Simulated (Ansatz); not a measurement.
## LaAs (model cell, started as CsCl type): following an unstable mode

Which phase does LaAs (model cell, started as CsCl type) fall into along its unstable mode, and how much energy does it gain?

Calculated with Ansatz 0.2.0; DFT PBEsol, scalar-relativistic, plane waves, PAW.

This is a report of a sequence of runs, with most program output left out.

The structure was built from a prototype and need not be the compound's stable phase.

## (1) Starting point

It takes space group Pm-3m (No. 221, cubic). Conventional cell: a = 3.686 Å, b = 3.686 Å, c = 3.686 Å, α = 90.00°, β = 90.00°, γ = 90.00°. Nearest to La lie 8 As at 3.19 Å. Nearest to As lie 8 La at 3.19 Å. Farther neighbours are not listed.

## (2) Response at finite wavevector

The cell comes from relaxations at this level that are not shown. Stability and thermal properties need the whole zone. Linear response on a 4×4×4 q mesh gives force constants as far as a supercell of that size would.

input.yaml reads:

```yaml
crystal:
  lattice:
    - [3.6857417172, 0.0, 0.0]
    - [0.0, 3.6857417172, 0.0]
    - [0.0, 0.0, 3.6857417172]
  atoms:
    - { symbol: La, position: [0.0, 0.0, 0.0] }
    - { symbol: As, position: [0.5, 0.5, 0.5] }
kpoints:
  mp_grid: { grid: [12, 12, 12] }
hamiltonian:
  xc: pbesol
scf:
  occupations: { method: methfessel_paxton, width: 0.15 }
output:
  eigenvalues: true
phonons:
  method: dfpt
  qmesh: [4, 4, 4]
  temperatures: { t_max: 1000, t_step: 50 }
  qpath:
    path:
      - [[0.0, 0.0, 0.0], [0.0, 0.5, 0.0], [0.5, 0.5, 0.0], [0.0, 0.0, 0.0], [0.5, 0.5, 0.5], [0.0, 0.5, 0.0]]
      - [[0.5, 0.5, 0.5], [0.5, 0.5, 0.0]]
    npoints: 10
```

Launch:

```bash
$ ansatz run input.yaml --threads 4 --pin off --max-ram 7168MiB --backend cpu --events-out ev --progress --plain --runs-dir out
```

Elapsed: 7.7 min, on 4 threads of Arm Neoverse V2, shared host; peak memory 2.5 GiB; 30 min of CPU time.

Numbers from this step:

| Property | Result |
| --- | --- |
| volume per atom | 25.03 Å³ |
| gap on the k-mesh | 0 eV |
| sum-rule residual before enforcement | 2.59e-5 eV/Å² |
| lowest frequency on the path | -70.81 cm⁻¹ |
| point group | m-3m |
| highest frequency on the path or at a solved wavevector | 169.2 cm⁻¹ |
| highest optical mode at the zone centre (no LO-TO term) | 87.64 cm⁻¹ |
| lowest optical zone-centre mode | 87.64 cm⁻¹ |
| lowest mode on the q mesh (acoustic modes at Γ apart) | -70.05 cm⁻¹ |

Frequencies (cm⁻¹) solved at each irreducible wavevector; negative means imaginary. Frequencies by wavevector, by row:

```csv
q in reciprocal lattice units,star,mode 1,mode 2,mode 3,mode 4,mode 5,mode 6
0 0 0,1,0,0,0,87.6,87.6,87.6
0 0 0.25,6,-46.6,-46.6,84,97.2,97.2,149.3
0 0 -0.5,3,-63.4,-63.4,103.8,103.8,119,169.2
0 0.25 0.25,12,-64.8,65.9,77.3,94.7,137.4,147.4
0 0.25 -0.5,12,-67.5,66.5,87.5,102,137.8,159.4
0 -0.5 -0.5,3,-70,62.2,91.6,91.6,157.1,157.1
0.25 0.25 0.25,8,68.3,68.3,72.9,135.6,135.6,139.2
0.25 0.25 -0.5,12,59.8,68.9,93,130.6,131.4,154.3
0.25 -0.5 -0.5,6,65.5,93,93,113.7,146.9,146.9
-0.5 -0.5 -0.5,1,102.5,102.5,102.5,142.1,142.1,142.1
```

Interpolated from a 4×4×4 q mesh. Phonon branches along the path, in cm⁻¹:

```csv
point,branch 1,branch 2,branch 3,branch 4,branch 5,branch 6
Γ,0,0,0,88,88,88
halfway,-47,-47,84,97,97,149
X,-63,-63,104,104,119,169
halfway,-68,66,88,102,138,159
M,-70,62,92,92,157,157
halfway,-65,66,77,95,137,147
Γ,0,0,0,88,88,88
halfway,68,68,73,136,136,139
R,102,102,102,142,142,142
halfway,60,69,93,131,131,154
X,-63,-63,104,104,119,169
jump to R,102,102,102,142,142,142
halfway,66,93,93,114,147,147
M,-70,62,92,92,157,157
```

Symmetry leaves 10 wavevectors to solve. The lowest mode among them, the acoustic zeros apart, lies at q = (0, -0.5, -0.5) and is imaginary, 70.0i cm⁻¹, so the energy falls along it.

## (3) The mode frozen in, largest atomic shift 0 Å

The mode followed lies at q = (0, 0.25, -0.5) with frequency 67.5i cm⁻¹, one of the unstable modes though not the softest. At small amplitude the distorted cell has space group no. 67 by a symmetry search on the positions. The undistorted cell that holds it gives the zero of energy on the same k mesh.

System of this step: LaAs (model cell, started as CsCl type). The structure is cubic, space group Pm-3m (No. 221). The conventional cell has a = 3.686 Å, b = 3.686 Å, c = 3.686 Å, α = 90.00°, β = 90.00°, γ = 90.00°. Nearest to La lie 8 As at 3.19 Å. Nearest to As lie 8 La at 3.19 Å. Farther neighbours are not listed.

input.yaml reads:

```yaml
crystal:
  lattice:
    - [-3.6857417172, 0.0, 0.0]
    - [0.0, 0.0, -7.3714834344]
    - [0.0, -7.3714834344, -3.6857417172]
  atoms:
    - { symbol: La, position: [1.0, 0.0, 0.0] }
    - { symbol: La, position: [1.0, 0.5, 0.0] }
    - { symbol: La, position: [1.0, 0.75, 0.5] }
    - { symbol: La, position: [1.0, 0.25, 0.5] }
    - { symbol: As, position: [0.5, 0.625, 0.25] }
    - { symbol: As, position: [0.5, 0.125, 0.25] }
    - { symbol: As, position: [0.5, 0.375, 0.75] }
    - { symbol: As, position: [0.5, 0.875, 0.75] }
kpoints:
  mp_grid: { grid: [8, 6, 6] }
hamiltonian:
  xc: pbesol
scf:
  occupations: { method: methfessel_paxton, width: 0.15 }
output:
  forces: true
  stress: true
  eigenvalues: true
```

Elapsed: 12 s, on 4 threads; peak memory 0.99 GiB; 48 s of CPU time.

Numbers from this step:

* pressure: -0.03061 GPa
* energy from the undistorted cell: 0 meV/atom

The run ends at a pressure of -0.03 GPa.

## (4) The mode frozen in, largest atomic shift 0.45 Å

The atoms are moved along the unstable eigenvector, the largest shift by 0.45 Å, with the cell fixed.

input.yaml, as its differences from that of step 3:

```diff
@@ -8,4 +8,4 @@
     - { symbol: La, position: [1.0, 0.5, 0.0] }
-    - { symbol: La, position: [1.0, 0.75, 0.5] }
-    - { symbol: La, position: [1.0, 0.25, 0.5] }
+    - { symbol: La, position: [0.8779078854, 0.75, 0.5] }
+    - { symbol: La, position: [1.1220921146, 0.25, 0.5] }
     - { symbol: As, position: [0.5, 0.625, 0.25] }
```

Elapsed: 12 s, on 4 threads; peak memory 0.99 GiB; 48 s of CPU time.

Numbers from this step:

```
pressure                         : 1.233 GPa
energy from the undistorted cell : -18.30 meV/atom
```

The energy, extrapolated to zero smearing, is -18.30 meV/atom against the undistorted cell.

The run ends at a pressure of 1.23 GPa, with forces up to 0.35 eV/Å.

## (5) Energy along the mode, all amplitudes (two of the runs are shown above)

An imaginary frequency means negative curvature, so the energy should fall and then rise again as anharmonic terms take over.

Numbers from this step:

- depth at the lowest point sampled: 18.30 meV/atom
- largest atomic shift at that point: 0.45 Å

Energy from the parent against largest atomic shift:

```csv
largest atomic shift (Å),energy from the parent (meV/atom)
0.000,0
0.040,-0.474
0.080,-1.83
0.140,-5.22
0.220,-11.1
0.320,-17.2
0.450,-18.3
0.600,-3.56
```

Displacement at unit largest shift by atom:

```csv
atom,x (Å),y (Å),z (Å),size
La1,0.00,0.00,0.00,0.00
La2,0.00,0.00,0.00,0.00
La3,1.00,0.00,0.00,1.00
La4,-1.00,0.00,0.00,1.00
As5,0.00,0.00,0.00,0.00
As6,0.00,0.00,0.00,0.00
As7,0.00,0.00,0.00,0.00
As8,0.00,0.00,0.00,0.00
```

The lowest of the steps tried is at 0.45 Å, 18.3 meV/atom below the parent; the bottom of the well need not coincide with a step.

## (6) Relaxing from the distorted cell

Starting from the lowest point found, all atoms and the cell are let go, so that strain and other modes of the same symmetry can join in.

input.yaml, as its differences from that of step 4:

```diff
@@ -24 +24,6 @@
   eigenvalues: true
+relax:
+  adjacent_minimum: "off"
+  f_tol: 0.002
+  max_steps: 120
+  cell: { stress_tol: 0.03 }
```

Wall time 1.9 min (4 threads); peak memory 1 GiB.

Step by step:

```csv
step,energy less that of the first step (eV),largest force component (eV/Å),pressure (GPa),volume (Å³)
1,0.0000,0.3497,1.23,200.28
2,0.0289,0.5049,-0.96,206.25
3,-0.0464,0.0456,-0.11,203.67
4,-0.0472,0.0088,0.02,203.66
5,-0.0474,0.0010,0.01,203.57
6,-0.0474,0.0000,0.00,203.58
7*,-0.0477,0.0000,0.00,203.58
```

Relaxation steps marked * repeat the geometry before them on a plane-wave basis chosen anew for their cell, so energy and pressure can jump there. Relaxation step 2 was tried and not accepted.

The run keeps the 8 symmetry operations that it works with, so distortions that break them were not tested.

```csv
"conventional cell, symmetrised",before,after,change
a (Å),7.371,7.448,+1.0 %
b (Å),14.743,14.939,+1.3 %
c (Å),3.686,3.659,-0.7 %
volume (Å³/atom),25.03,25.45,+1.6 %
```

The atoms that moved most (Å, as changes of fractional coordinates times the final cell):

```csv
atom,dx,dy,dz,length
As8,0.000,-0.041,0.000,0.041
As7,0.000,-0.041,0.000,0.041
As6,0.000,0.041,0.000,0.041
As5,0.000,0.041,0.000,0.041
La3,0.030,0.000,0.000,0.030
La4,-0.030,0.000,0.000,0.030
```

The relaxed structure:

```cif
data_structure
_symmetry_space_group_name_H-M 'P 1'
_symmetry_Int_Tables_number 1
_cell_length_a 3.6591
_cell_length_b 7.4481
_cell_length_c 8.3466
_cell_angle_alpha 63.501
_cell_angle_beta 90.000
_cell_angle_gamma 90.000
_cell_volume 203.58
loop_
_atom_site_label
_atom_site_type_symbol
_atom_site_fract_x
_atom_site_fract_y
_atom_site_fract_z
_atom_site_occupancy
La1 La 0.00000 0.00000 0.00000 1
La2 La 0.00000 0.50000 0.00000 1
La3 La 0.86962 0.75000 0.50000 1
La4 La 0.13038 0.25000 0.50000 1
As5 As 0.50000 0.62775 0.24450 1
As6 As 0.50000 0.12775 0.24450 1
As7 As 0.50000 0.37225 0.75550 1
As8 As 0.50000 0.87225 0.75550 1
```

This step gave:

```yaml
pressure: -1.56e-4 GPa
volume_per_atom: 25.45 Å³
```

The distorted start has space group Cmme; the relaxation ends in Cmme.

## (7) The new phase in its own primitive cell

The relaxed structure is symmetrised, reduced to its primitive cell and relaxed tightly, as its phonons need.

input.yaml reads:

```yaml
crystal:
  lattice:
    - [3.7240732624, -7.4697195895, 0.0]
    - [3.7240732624, 7.4697195895, 0.0]
    - [0.0, 0.0, 3.6591230746]
  atoms:
    - { symbol: La, position: [0.0, 0.0, 0.0] }
    - { symbol: La, position: [0.5, 0.5, 0.0] }
    - { symbol: La, position: [0.25, 0.75, 0.1303816848] }
    - { symbol: La, position: [0.75, 0.25, 0.8696183152] }
    - { symbol: As, position: [0.8722521046, 0.6277478954, 0.5] }
    - { symbol: As, position: [0.3722521046, 0.1277478954, 0.5] }
    - { symbol: As, position: [0.1277478954, 0.3722521046, 0.5] }
    - { symbol: As, position: [0.6277478954, 0.8722521046, 0.5] }
kpoints:
  mp_grid: { grid: [6, 6, 8] }
hamiltonian:
  xc: pbesol
scf:
  occupations: { method: methfessel_paxton, width: 0.15 }
output:
  forces: true
  stress: true
  eigenvalues: true
relax:
  adjacent_minimum: "off"
  f_tol: 0.001
  max_steps: 60
  cell: { stress_tol: 0.01 }
```

It took 41 s on 4 threads; peak memory 1.1 GiB.

Little changed from the start: no atom moved by 0.005 Å and no cell edge by 0.1 %.

The largest force component left is 0.025 meV/Å and the pressure is 0.000 GPa, within the tolerances set. The cell now holds 25.45 Å³/atom.

## (8) Modes of the new phase, k-mesh 6×6×8

A relaxed structure may still be a saddle point, so its zone-centre modes are computed. No field response is asked, since the mesh shows no gap.

input.yaml, as its differences from that of step 7:

```diff
@@ -21,9 +21,4 @@
 output:
-  forces: true
-  stress: true
   eigenvalues: true
-relax:
-  adjacent_minimum: "off"
-  f_tol: 0.001
-  max_steps: 60
-  cell: { stress_tol: 0.01 }
+phonons:
+  method: dfpt
```

The job ended after 20 min (4 threads; peak memory 5 GiB).

The run was cut off at the time limit after its SCF cycle had converged; no result of it is taken.

The program's message: “Warning: RAYON”

## (9) The phases reached

The phases reached along the modes that were followed are set side by side.

Energies are those of the first relaxation, on the mesh of the frozen mode; space group, volume and gap are those of the last relaxation. Phases, by row:

```csv
mode frozen in,space group,energy from parent (meV/atom),volume (Å³/atom),gap on mesh (eV),lowest zone-centre optical mode (cm⁻¹),largest shift (Å)
parent,Pm-3m,0,25.04,0,–,–
"q = (0, -0.5, -0.5), 70i cm⁻¹",P4/nmm,-56.44,25.55,0,64.3,0.451
"q = (0, 0.25, -0.5), 67i cm⁻¹",Cmme,-24.18,25.45,0,–,0.477
```

## (10) What came out

| Quantity | Value |
| --- | --- |
| unstable mode of the parent | q = (0, 0.25, -0.5), 68i cm⁻¹ |
| depth at the lowest point sampled | 18.3 meV/atom |
| largest atomic shift at that point | 0.45 Å |
| space group reached (within 0.01 Å) | Cmme |
| energy gained over the parent (first relaxation, on the mesh of the frozen mode) | 24.2 meV/atom |
| volume per atom, phase reached | 25.4 Å³ |

Along this mode the structure falls into Cmme, 24.2 meV/atom below the parent. At the parent's cell the well is 18.30 meV/atom deep on the steps tried, with its lowest point at a shift of 0.45 Å. Relaxing atoms and cell changes the gain by +5.88 meV/atom against the lowest step (energies at zero smearing). The modes of the phase reached were not computed on this path. Of the 2 patterns followed to their end from this parent, this one ends 32.3 meV/atom above the lowest, P4/nmm. Each path keeps the symmetry of its pattern, so a lower phase may lie along a pattern not tried. With no gap, or one that is small against the smearing, the frequencies hang on the k mesh and the smearing, most of all near Kohn anomalies. A semilocal functional can close a gap that the real compound would have, so the metallic treatment may be an artefact of the level. Spin-orbit coupling is left out, which can matter for the heavy elements here. A phonon run warned that its eigensolver left some bands unconverged in a pass. The starting cell was built on a prototype and not taken from a measurement, so the phase need not exist.

[Logs are printed without paths, hosts, clocks, repeated set-up lines and the standing remarks that a program may print on its own settings, such as how far it seeks lower states.]

[Hosts, paths, dates, database ids (printed as entryN), source tags and the programs' standing remarks are cut or masked in the printed files.]
